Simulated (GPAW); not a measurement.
# Near-edge structure at the Ti K edge of BaTiO3 (P4mm), part 2 of 2

Aim: the near-edge shape at the Ti K edge of BaTiO3 (P4mm), and what the core hole does to it.

GPAW 26.7.0; X-ray absorption from dipole matrix elements to empty bands, plane-wave PAW LDA+U.

So far. Step 5 (Spectrum with FCH, Ti atom 2): Main maxima below 30 eV (height): 2.5 eV (0.24), 5.3 eV (0.63), 7.8 eV (0.22), 14.3 eV (2.65), 19.5 eV (2.26) and 26.2 eV (2.06). A K edge sees empty p states. The first eV above the zero hold little dipole weight, as the lowest empty bands are of d character; the main edge, of 4p character, rises through 0.6 near 12 eV above the zero.

The database entry behind the starting cell differs from later determinations by our own check (c/a about 0.6 % short), so it need not match the best structure at ambient conditions.

## (6) Excitation energy, Ti atom 2

With the excited electron kept in the cell the system stays neutral, and the energy difference is an excitation energy by itself. In a small cell that electron takes up a good share of the lowest empty band, or all of one, which shifts the value from the true onset.

Changed against the first core-hole run: core hole to XCH, with the smearing that suits a partly filled band.

Input file scf.py:

```python
import numpy as np
from ase import Atoms
from ase.parallel import parprint, paropen
from gpaw import GPAW, PW, FermiDirac, Mixer, MixerDif, setup_paths
from gpaw.test import gen
setup_paths.insert(0, '.')
gen('Ti', name='fch1s', xcname='LDA', corehole=(1, 0, 1), write_xml=True)
from gpaw.mpi import world
world.barrier()

atoms = Atoms('Ba2Ti2O6',
    cell=[[-3.9998, 3.9998, 0],
     [-3.9998, -3.9998, 0],
     [3.9998, 0, 4.018]],
    scaled_positions=[[0, 0, 0],
     [0.5, 0.5, 0],
     [0.245, 0.745, 0.49],
     [0.745, 0.245, 0.49],
     [0.5085, 0.0085, 0.517],
     [0.0085, 0.5085, 0.517],
     [0.0085, 0.0085, 0.517],
     [0.5085, 0.5085, 0.517],
     [0.0095, 0.5095, 0.019],
     [0.5095, 0.0095, 0.019]],
    pbc=True)
atoms.calc = calc = GPAW(legacy_gpaw=True, mode=PW(500, force_complex_dtype=True), xc='LDA', setups={'Ti': ':d,2', 2: 'fch1s:d,2'},
    kpts={'size': (5, 5, 5), 'gamma': True}, occupations=FermiDirac(0.04),
    charge=-1, mixer=Mixer(0.05, 8, 50), maxiter=150,
    convergence={'density': 0.0001, 'eigenstates': 1e-6}, txt='scf.txt')
energy = atoms.get_potential_energy() + calc.get_reference_energy()
ef = calc.get_fermi_level()
out = dict(energy=energy, fermi=ef, forces=atoms.get_forces().tolist())
parprint(f'all-electron energy {energy:.4f} eV, Fermi level {ef:.4f} eV')
ev = np.array([[calc.get_eigenvalues(k, s) for k in range(len(calc.get_ibz_k_points()))] for s in range(calc.get_number_of_spins())])
out['homo'], out['lumo'], out['counts'] = ev[ev < ef].max(), ev[ev > ef].min(), sorted(set((ev < ef).sum((0, 2)).tolist()))
out['filled'] = (ev[:, 0] < ef).sum(1).tolist()
import json
with paropen('out.json', 'w') as f:
    json.dump(out, f)
```

Started as:

```bash
> OMP_NUM_THREADS=1 mpirun -n 4 gpaw python scf.py
```

Elapsed: 36 s, on 4 MPI ranks of Intel Xeon Platinum 8488C (Sapphire Rapids), shared host; peak memory 0.27 GiB.

The total-energy difference is 4972.05 eV. With the free-atom term of -22.68 eV for this edge, the photon energy is 4949.37 eV.

## (7) What the core hole does

Both curves are counted from their own zero, so only the shift of weight within the empty states shows.

| E (eV) | no hole | FCH |
| --- | --- | --- |
| -2.0 | 0.00 | 0.00 |
| -1.0 | 0.00 | 0.00 |
| 0.0 | 0.01 | 0.01 |
| 1.0 | 0.04 | 0.01 |
| 2.0 | 0.10 | 0.14 |
| 3.0 | 0.36 | 0.17 |
| 4.0 | 0.41 | 0.03 |
| 5.0 | 0.46 | 0.55 |
| 6.0 | 0.19 | 0.31 |
| 7.0 | 0.15 | 0.17 |
| 8.0 | 0.11 | 0.21 |
| 9.0 | 0.11 | 0.18 |
| 10.0 | 0.26 | 0.16 |
| 11.0 | 0.95 | 0.28 |
| 12.0 | 1.94 | 0.86 |
| 13.0 | 2.15 | 2.03 |
| 14.0 | 2.02 | 2.63 |
| 15.0 | 1.91 | 2.57 |
| 16.0 | 1.81 | 2.32 |
| 17.0 | 1.93 | 2.03 |
| 18.0 | 2.12 | 2.00 |
| 19.0 | 2.03 | 2.22 |
| 20.0 | 1.79 | 2.22 |
| 21.0 | 1.69 | 1.95 |
| 22.0 | 1.83 | 1.75 |
| 23.0 | 1.98 | 1.76 |
| 24.0 | 2.04 | 1.88 |
| 25.0 | 2.11 | 2.00 |
| 26.0 | 2.12 | 2.06 |
| 27.0 | 1.95 | 2.02 |
| 28.0 | 1.67 | 1.84 |
| 29.0 | 1.46 | 1.56 |
| 30.0 | 1.39 | 1.34 |
| 31.0 | 1.39 | 1.24 |
| 32.0 | 1.36 | 1.22 |

With each curve scaled to its own mean, the area from −2 to 6 eV with the hole is 1.1 against 1.5, and the centre of weight from −1 to 20 eV moves by +0.6 eV (first and strongest maxima below 20 eV: 4.8 eV (0.48), 12.7 eV (2.17) and 18.2 eV (2.13) without the hole, 2.5 eV (0.24), 5.3 eV (0.63), 14.3 eV (2.65) and 19.5 eV (2.26) with it): the weight at the onset falls. The hole also narrows the gap from 2.0 to 0.8 eV by pulling down the level that sets the zero, so features seem to sit higher above it.

## (8) Against the measurement

Features are paired by their description (first, strongest, rising edge, steepest rise) or, failing that, by nearness after a common offset; their character isn't checked. The paper's energy calibration isn't stated.

GPAW LDA (Gaussian full width 0.94 eV up to 4 eV, rising linearly to 3.5 eV at 25 eV):

| measured feature | measured (eV) | computed feature | computed (eV) | difference (eV) | difference less the mean (eV) |
| --- | --- | --- | --- | --- | --- |
| Ti K-edge pre-edge t2g peak (1s to 3d) | 4967 | nearest maximum | 4951.2 | -15.8 | +0.1 |
| Ti K-edge pre-edge eg peak (1s to 3d) | 4969 | nearest maximum | 4954.0 | -15.0 | +0.9 |
| Ti K-edge main peak (1s to 4p) | 4985 | nearest maximum | 4968.2 | -16.8 | -0.9 |

## (9) Outcome

| Property | Result |
| --- | --- |
| absorber and edge | Ti K, atom 2 of the ground-state input (counted from 1) |
| surroundings | 1 O at 1.89 Å, 4 O at 2.00 Å and 1 O at 2.13 Å (distorted octahedral, site symmetry 4mm) |
| highest intensity below 24 eV | 14.3 eV above the zero, height 2.65 |
| photon energy of the zero, with the added terms | 4948.7 eV (raw 4971.4 eV; LDA puts this hole about 13 eV below PBE, itself good to a few eV) |

GPAW LDA lies 15.9 eV below the measured energies on average, of which about 13 eV is this functional's underpricing of the hole against PBE in the free atom; the paired features span 17.0 eV against 18.0 eV measured. The measured main peak is paired by position; the computed curve is highest at another feature, 14.3 eV above its zero. Energy scales of different experiments differ by up to about 1 eV. The Ti K edge of atom 2, with 1 O at 1.89 Å, 4 O at 2.00 Å and 1 O at 2.13 Å (distorted octahedral, site symmetry 4mm), has its highest intensity of the first 24 eV at 14.3 eV above the zero, near 4963 eV in photon energy (LDA puts this hole about 13 eV below PBE, itself good to a few eV), 2.6 times the mean level of the first 20 eV (Gaussian full width 0.94 eV up to 4 eV, rising linearly to 3.5 eV at 25 eV). With each curve scaled to its own mean, the area from −2 to 6 eV with the hole is 1.1 against 1.5, and the centre of weight from −1 to 20 eV moves by +0.6 eV (first and strongest maxima below 20 eV: 4.8 eV (0.48), 12.7 eV (2.17) and 18.2 eV (2.13) without the hole, 2.5 eV (0.24), 5.3 eV (0.63), 14.3 eV (2.65) and 19.5 eV (2.26) with it): the weight at the onset falls. The hole also narrows the gap from 2.0 to 0.8 eV by pulling down the level that sets the zero, so features seem to sit higher above it. The neutral-cell energy lies +0.7 eV from the charged-cell zero, a gap made of the charged-cell error and of where the added electron settles. At the Ti K edge of atom 2 polarisation matters most near 2.4 eV, where the curves differ by 0.4 on this scale. The strongest dipole feature below the main edge lies at 5.3 eV (height 0.63); the site lacks an inversion centre, which allows local p–d mixing besides the mixing with the neighbours' empty states; the run doesn't separate the two. The same cell was also set up in Quantum ESPRESSO; that part failed, was judged unsound or used a data set known to give false states; its runs are listed without their results. Quadrupole 1s→3d transitions, which feed the pre-edge, are not in the dipole spectrum. The holes are only 5.7 Å apart, so the shape is probably not converged with cell size; no larger cell was run here. The mesh is coarse (0.26 Å⁻¹ between points), so small maxima may be mesh ripples. Lifetime broadening is put in by hand, and intensities beyond about 20 eV depend on it and on the partial waves. The structure is a published determination, not relaxed.

[Logs are printed without paths, hosts, clocks, repeated set-up lines and the standing remarks that a program may print on its own settings, such as how far it seeks lower states.]

[Hosts, paths, dates, database ids (printed as entryN), source tags and the programs' standing remarks are cut or masked in the printed files.]

[Lists of maxima count a maximum above −3 eV only where it reaches 4 % of the highest in the window and stands out from its surroundings by 2 % of it (1.5 % where it reaches 55 %); shoulders and weaker maxima are passed over, and of the rest the first, up to two pre-edge ones and the few strongest are named.]
